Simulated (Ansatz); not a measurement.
## Quasiparticle gap of AgCl (Fm-3m)

Aim: the quasiparticle gap of AgCl (Fm-3m), starting from PBE.

Main program and level: Ansatz 0.2.0; PBE, then G0W0 on it, plane waves, PAW.

This is a report of a sequence of runs, with most program output left out.

In doubt: one-shot GW on d or f shells is unsure (step 3), so the values of those runs are not to be relied on; masses and optical values from hybrid runs of this build are listed as unsure (in some of the runs), which bears on the screening that GW takes from such a start.

## (1) Starting point

The structure is cubic, space group Fm-3m (No. 225). Conventional cell: a = 5.545 Å, b = 5.545 Å, c = 5.545 Å, α = 90.00°, β = 90.00°, γ = 90.00°. Nearest to Ag lie 6 Cl at 2.77 Å. Cl has 6 Ag at 2.77 Å nearest. Farther neighbours and most contacts between anions are not listed.

The cell and positions are those that the Materials Project relaxed with its own functionals (PBE, PBE+U or r2SCAN), kept fixed. The default PAW set here is soft_2. Its files were made with PBE.

## (2) Bands along the symmetry lines

Levels along a band path and on the mesh show where this functional puts the band edges.

This step: DFT, PBE, plane waves, PAW.

input.yaml reads:

```yaml
crystal:
  lattice:
    - [0.0, 2.7726629968, 2.7726629968]
    - [2.7726629968, 0.0, 2.7726629968]
    - [2.7726629968, 2.7726629968, 0.0]
  atoms:
    - { symbol: Ag, position: [0.0, 0.0, 0.0] }
    - { symbol: Cl, position: [0.5, 0.5, 0.5] }
kpoints:
  mp_grid: { grid: [8, 8, 8] }
  band_path:
    path:
      - [[0.0, 0.0, 0.0], [0.5, 0.0, 0.5], [0.625, 0.25, 0.625]]
      - [[0.375, 0.375, 0.75], [0.0, 0.0, 0.0], [0.5, 0.5, 0.5], [0.5, 0.25, 0.75], [0.5, 0.0, 0.5]]
    npoints: 10
hamiltonian:
  xc: pbe
scf:
  occupations: { method: fermi_dirac, width: 0.02 }
  n_extra_bands: 4
output:
  eigenvalues: true
  write_density: true
  write_potential: true
  elf: true
  volumetric_format: npy
```

Run with:

```console
$ ansatz run input.yaml --threads 3 --pin off --max-ram 92160MiB --backend cuda --events-out ev --progress --plain --runs-dir out --devices 1 --max-vram 13GiB
```

It took 10 s on 1 × NVIDIA H100 80GB HBM3 (shared by 6 runs) with 3 threads of AMD EPYC 7R13 (Zen 3), shared host; peak memory 0.91 GiB; 4.3 s of CPU time.

This step gave:

```
filled bands         : 13
gap                  : 0.9114 eV
valence top at       : L
conduction bottom at : Γ
least direct gap     : 3.007 eV
```

Over mesh and path the gap is 0.911 eV, from k = (0.500, 0.500, 0.500) to k = Γ. The least direct gap found is 3.007 eV, at k = (0.037, 0.037, 0.075).

Electronic bands along the path, in eV, zero at the top of the highest nominally filled band:

```
    point  band 10  band 11  band 12  band 13  band 14  band 15  band 16  band 17
        Γ    -2.40    -2.32    -2.32    -2.32     0.91    10.70    10.70    10.70
  halfway    -2.31    -1.76    -1.76    -1.33     3.43     7.38     8.72    10.11
        X    -2.21    -1.96    -1.96    -1.87     2.38     7.96     8.64    11.52
  halfway    -1.97    -1.93    -1.77    -1.77     2.73     7.82     8.48    10.90
        U    -2.02    -1.84    -1.65    -1.05     3.61     7.24     8.12     9.76
jump to K    -2.02    -1.84    -1.65    -1.05     3.61     7.24     8.12     9.76
  halfway    -2.15    -1.71    -1.71    -0.24     3.77     7.31     8.05     8.75
        Γ    -2.40    -2.32    -2.32    -2.32     0.91    10.70    10.70    10.70
  halfway    -2.26    -2.01    -0.80    -0.80     2.94     7.78     9.12     9.12
        L    -2.08    -1.76     0.00     0.00     4.23     6.54     7.61     7.61
  halfway    -2.07    -1.83    -0.99    -0.48     4.96     5.67     8.07     8.47
        W    -1.99    -1.96    -1.96    -1.18     4.19     7.86     7.86     7.99
  halfway    -1.98    -1.96    -1.94    -1.47     3.09     7.81     8.34     9.74
        X    -2.21    -1.96    -1.96    -1.87     2.38     7.96     8.64    11.52
```

ELF in the ac plane of the conventional cell at fractional y = 0.000, with atoms of Ag and Cl within 0.2 Å of it. It is the smooth field of the valence electrons, not physical close to the nuclei.

Ten even steps from '_' (0.04) to '@' (0.85), each cell a mean:
```
%%**--..==@@@@**%%@@##..::++##
++==::__--%%@@@@@@@@**....--++
::..____..++##%%##**::____..::
....______....::....______....
####==..____..::::..____::**##
@@@@%%--__::==++++--....**@@@@
**@@@@==..--**%%##++::..##@@%%
==%%@@==..==##@@%%++::::%%@@**
%%@@@@--..--++##**==....##@@@@
@@@@##::__..--==--::__..++%%@@
++==::______......______..--==
..________::--====--..______..
==--..__::##@@@@@@%%==____::--
##++--__==@@@@%%@@@@##....==**
@@##==..++@@%%==**@@##..::++%%
```
Columns run along a (5.5 Å), rows up along c (5.5 Å), edges of the conventional cell, whose origin can differ from the input's. Atoms in or near the plane, at fractional coordinates: Ag at (0.00, 0.00), Ag at (0.50, 0.50), Cl at (0.50, 0.00), Cl at (0.00, 0.50).

Valence density in the ac plane of the conventional cell at fractional y = 0.000, with atoms of Ag and Cl within 0.2 Å of it. It is the smooth field of the valence electrons, not physical close to the nuclei.

Ten steps, logarithmic in the rise over the least value, from '0' (0 e/Å³) to '9' (18 e/Å³), each cell a mean:
```
984113434421369
752012444310146
321001222100013
110000111000001
221001232100012
432112576410134
443114898621244
243115899731243
443114788521244
331001454210123
210000111100011
110000111100001
531001333210124
863113444321258
985123424421379
```
Columns run along a (5.5 Å), rows up along c (5.5 Å), edges of the conventional cell, whose origin can differ from the input's. Atoms in or near the plane, at fractional coordinates: Ag at (0.00, 0.00), Ag at (0.50, 0.50), Cl at (0.50, 0.00), Cl at (0.00, 0.50).

## (3) One-shot GW

G0W0 replaces the xc potential by a self-energy built once from the orbitals of the start. Levels are corrected in the window of bands that the input names, at points of the mesh.

This step: G0W0 on PBE, plane waves, PAW.

input.yaml, the sections that differ from step 2:

```yaml
kpoints:
  mp_grid: { grid: [6, 6, 6] }
scf:
  occupations: { method: fixed }
gw:
  n_empty_bands: 273
  ecut_chi: 200.0
  qp_bands: [v2, c2]
  qp_kpoints: band_edges
  screening: { model: contour_deformation }
# crystal, hamiltonian: as in step 2
# output: removed
```

Run time: 30 s. Hardware: 1 × NVIDIA H100 80GB HBM3 (shared by 6 runs) with 3 threads; peak memory 1.4 GiB; 34 s of CPU time.

This step gave:

* bands summed: 286
* RPA ε∞ on this mesh (eigenvalues): 4.950, 4.950, 4.950
* plane waves in the screening matrix: 283
* q-points in the mesh: 216
* G0W0 gap over the corrected points: 2.086 eV
* k of the valence top: 0, 0, -0.5
* k of the conduction bottom: 0, 0, 0
* starting gap on the mesh: 0.9111 eV
* Z at the valence top: 0.7592
* Z at the conduction bottom: 0.8111
* least direct G0W0 gap over the corrected points: 4.421 eV

Over 9 of 16 irreducible mesh points the G0W0 gap is 2.086 eV, from k = (0.000, 0.000, -0.500) to k = Γ. The PBE gap of this run on the mesh is 0.911 eV. The two states that bound the G0W0 gap lie that far apart at the start, so the correction of the gap is 2.086 − 0.911 = +1.175 eV. The start of this run differs from the step before in mesh (8×8×8 and 6×6×6).

Labels follow the order of the start: v1 is the top filled band, c1 the lowest empty one; levels that stay degenerate share a row, the window can cut a multiplet, doubted levels are not marked in this list, bands outside the window were not corrected, and the list may be a part of the corrected levels. The levels before and after the correction (eV, zero at the valence-band top of each column):

```
           conduction bottom  valence top
Kohn-Sham               0.91         0.00
     G0W0               2.09         0.00
```

```
                      level  occupation  energy (eV)
Kohn-Sham           Γ v2-v1           2       -2.320
Kohn-Sham              Γ c1           0        0.911
Kohn-Sham              Γ c2           0       10.696
Kohn-Sham  (0 0 -0.5) v2-v1           2        0.000
Kohn-Sham     (0 0 -0.5) c1           0        4.234
Kohn-Sham     (0 0 -0.5) c2           0        6.542
     G0W0           Γ v2-v1           2       -2.336
     G0W0              Γ c1           0        2.086
     G0W0              Γ c2           0       12.244
     G0W0  (0 0 -0.5) v2-v1           2        0.000
     G0W0     (0 0 -0.5) c1           0        5.392
     G0W0     (0 0 -0.5) c2           0        8.062
```

The parts of the quasiparticle energy for the two states that bound the G0W0 gap, in eV on the run's own scale (QP = start + Σx + Σc − Vxc, with Σc at the quasiparticle energy):

```
             edge                       k  band  start       Σx      Σc      Vxc      Z     QP
      valence top  (0.000, 0.000, -0.500)    12  8.113  −30.342   3.776  −25.543  0.759  7.089
conduction bottom                       Γ    14  9.024   −8.296  −4.003  −12.450  0.811  9.175
```

## (4) Spin-orbit coupling in PBE

This run has two-component orbitals with spin-orbit coupling.

This step: DFT, PBE with spin-orbit coupling, plane waves, PAW.

input.yaml, the sections that differ from step 3:

```yaml
kpoints:
  mp_grid: { grid: [8, 8, 8] }
  band_path:
    path:
      - [0.0, 0.0, 0.0]
      - [0.5, 0.0, 0.5]
      - [0.625, 0.25, 0.625]
      - [0.375, 0.375, 0.75]
      - [0.5, 0.5, 0.5]
      - [0.5, 0.25, 0.75]
      - [0.0375, 0.0375, 0.075]
    npoints: 1
scf:
  occupations: { method: fermi_dirac, width: 0.02 }
  n_extra_bands: 8
magnetization:
  noncollinear: true
  spin_orbit: true
output:
  eigenvalues: true
  write_density: true
  write_potential: true
  elf: true
  volumetric_format: npy
# crystal, hamiltonian: as in step 3
# gw: removed
```

Elapsed: 5.8 s, on 1 × NVIDIA H100 80GB HBM3 (shared by 6 runs) with 3 threads; peak memory 0.97 GiB; 7 s of CPU time.

This step gave:

```
gap                  : 0.8696 eV
valence top at       : L
conduction bottom at : Γ
least direct gap     : 2.958 eV
```

Over mesh and listed points the gap is 0.870 eV, from k = (0.500, 0.500, 0.500) to k = Γ. The least direct gap found is 2.958 eV, at k = (0.037, 0.037, 0.075). PBE+SOC against PBE: 0.870 − 0.911 = −0.041 eV, with the same mesh, set of files (read in its fully relativistic form for the spin-orbit run) and cutoff, and both edges at the same k points. The spin-orbit run sees mesh and listed points alone, so its gap is an upper bound: the coupling can move an edge off these points, and the change over the zone, its sign included where it is small, is not known.

## (5) The runs together

Each gap is the least one over the points named; times are wall times on shared hosts, not benchmarks. A G0W0 time includes the run's own self-consistent start. Runs with listed points see these and the mesh alone, so an edge that moves elsewhere is missed. Rows marked * are further runs, not shown as steps, whose inputs differ from the G0W0 step on the same start in the columns given; solver thresholds can differ too. Symmetry makes (0.500, 0.500, 0.500) and (0.000, 0.000, -0.500) one point.

```
    level   mesh       files, cutoff    bands summed, screening                           points  gap (eV)             valence top  conduction bottom  least direct gap (eV)   time
      PBE  8×8×8  soft_2 PAW, 420 eV                          -                    mesh and path     0.911   (0.500, 0.500, 0.500)                  Γ                  3.007   10 s
  PBE+SOC  8×8×8  soft_2 PAW, 420 eV                          -           mesh and listed points     0.870   (0.500, 0.500, 0.500)                  Γ                  2.958  5.8 s
G0W0@PBE*  6×6×6  soft_2 PAW, 420 eV                  57, 60 eV  9 of 16 irreducible mesh points     1.943  (0.000, 0.000, -0.500)                  Γ                  4.275   14 s
G0W0@PBE*  6×6×6  soft_2 PAW, 420 eV                140, 120 eV  9 of 16 irreducible mesh points     2.043  (0.000, 0.000, -0.500)                  Γ                  4.349   14 s
 G0W0@PBE  6×6×6  soft_2 PAW, 420 eV                286, 200 eV  9 of 16 irreducible mesh points     2.086  (0.000, 0.000, -0.500)                  Γ                  4.421   30 s
G0W0@PBE*  4×4×4  soft_2 PAW, 420 eV                140, 120 eV   6 of 8 irreducible mesh points     2.044  (0.000, 0.000, -0.500)                  Γ                  4.352   12 s
G0W0@PBE*  6×6×6  soft_2 PAW, 420 eV  140, 120 eV, plasmon pole  9 of 16 irreducible mesh points     2.030  (0.000, 0.000, -0.500)                  Γ                  4.475   21 s
```

## (6) What came out

| Item | Value |
| --- | --- |
| PBE gap over mesh and path | 0.911 eV, from k = (0.500, 0.500, 0.500) to k = Γ |
| G0W0@PBE gap over 9 of 16 irreducible mesh points | 2.086 eV, from k = (0.000, 0.000, -0.500) to k = Γ |
| PBE+SOC gap over mesh and listed points | 0.870 eV |
| estimated limit in bands and cutoff, on this mesh | 2.127 eV |
| GW settings | 6×6×6 mesh, 273 empty bands, screening to 200 eV |
| known limits | finite bands, screening cutoff and k mesh; no spin-orbit coupling in G0W0; d shells not analysed |

In words: Over 9 of 16 irreducible mesh points the G0W0 gap is 2.086 eV, from k = (0.000, 0.000, -0.500) to k = Γ. The PBE gap of this run on the mesh is 0.911 eV. The two states that bound the G0W0 gap lie that far apart at the start, so the correction of the gap is 2.086 − 0.911 = +1.175 eV. The valence state moves by 7.089 − 8.113 = −1.024 eV and the conduction state by 9.175 − 9.024 = +0.151 eV, on the run's own scale; with 57 bands the edge states move by −0.523 and +0.509 eV, so the split between the edges depends on the bands and cutoff. Both edges that PBE shows over mesh and path lie at k points where levels were corrected. Levels at other points were not corrected, so a lower G0W0 gap elsewhere in the zone is not ruled out. From 57 bands and 60 eV to 286 bands and 200 eV the gap moves by 2.086 − 1.943 = +0.143 eV (rung by rung 1.943, 2.043, 2.086 eV); bands and screening cutoff rise together, so their parts are not told apart. A line in one over the bands through the two highest rungs gives 2.086 + (2.086 − 2.043) × 140 / (286 − 140) = 2.127 eV, and through the pair below 2.043 + (2.043 − 1.943) × 57 / (140 − 57) = 2.112 eV. The two agree within 0.03 eV and the same two states bound the gap in each rung, so 2.127 eV is taken as an estimate of the limit on this mesh. With the 4×4×4 mesh in place of the 6×6×6 mesh and all else as in the G0W0@PBE row with 140 bands, the gap differs by 2.044 − 2.043 = +0.001 eV, and that of the start by 0.908 − 0.911 = −0.003 eV. With the plasmon pole model in place of the contour deformation model and all else as in the G0W0@PBE row with 140 bands, the gap differs by 2.030 − 2.043 = −0.013 eV. G0W0 on other starts in this series, not shown as steps and not all at these settings: 2.810 eV on HSE06 (6×6×6, soft_2 PAW, 140 bands, 120 eV) and 3.032 eV on PBE0 (6×6×6, soft_2 PAW, 140 bands, 120 eV). PBE+SOC against PBE: 0.870 − 0.911 = −0.041 eV, with the same mesh, set of files (read in its fully relativistic form for the spin-orbit run) and cutoff, and both edges at the same k points. The spin-orbit run sees mesh and listed points alone, so its gap is an upper bound: the coupling can move an edge off these points, and the change over the zone, its sign included where it is small, is not known. What spin-orbit coupling does to the G0W0 levels was not computed, so no sum with the G0W0 gap is formed. The G0W0 runs are scalar-relativistic. One-shot GW is known to converge slowly in bands for compounds with shallow d shells. The cell holds Ag; the filling of the d shell and its place against the gap were not analysed here. G0W0@PBE runs of this series with other atomic data on the same mesh, not shown as steps, give 2.076 eV (hard PAW, 660 eV, 140 bands, screening to 120 eV; the table's row with the same empty bands and screening cutoff has 2.043 eV); where bands and cutoffs differ too, the part of the files is not isolated.

[Paths, hosts, dates, memory and timing lines, banners, echoed tables and standing remarks are left out of the program output.]

[Logs are printed without paths, hosts, clocks, repeated set-up lines and the standing remarks that a program may print on its own settings, such as how far it seeks lower states.]

[Runs of the session that timed out or met a known fault of the program may be left out.]

[Cells called generated may have been cut or substituted from an entry of the Crystallography Open Database or the Materials Project.]

[Hosts, paths, dates, database ids (printed as entryN), source tags and the programs' standing remarks are cut or masked in the printed files.]

[Where an RPA ε∞ is given, it is that of the G0W0 mesh and is not shown converged in it. Names of k-points follow the symmetry that the program found, which can be lower than the space group named. Band edges on a path are those of the sampled points; other points can move an edge, and change direct to indirect where valleys lie close.]

[Hybrid gaps are those of their k-mesh and are not shown converged in it.]
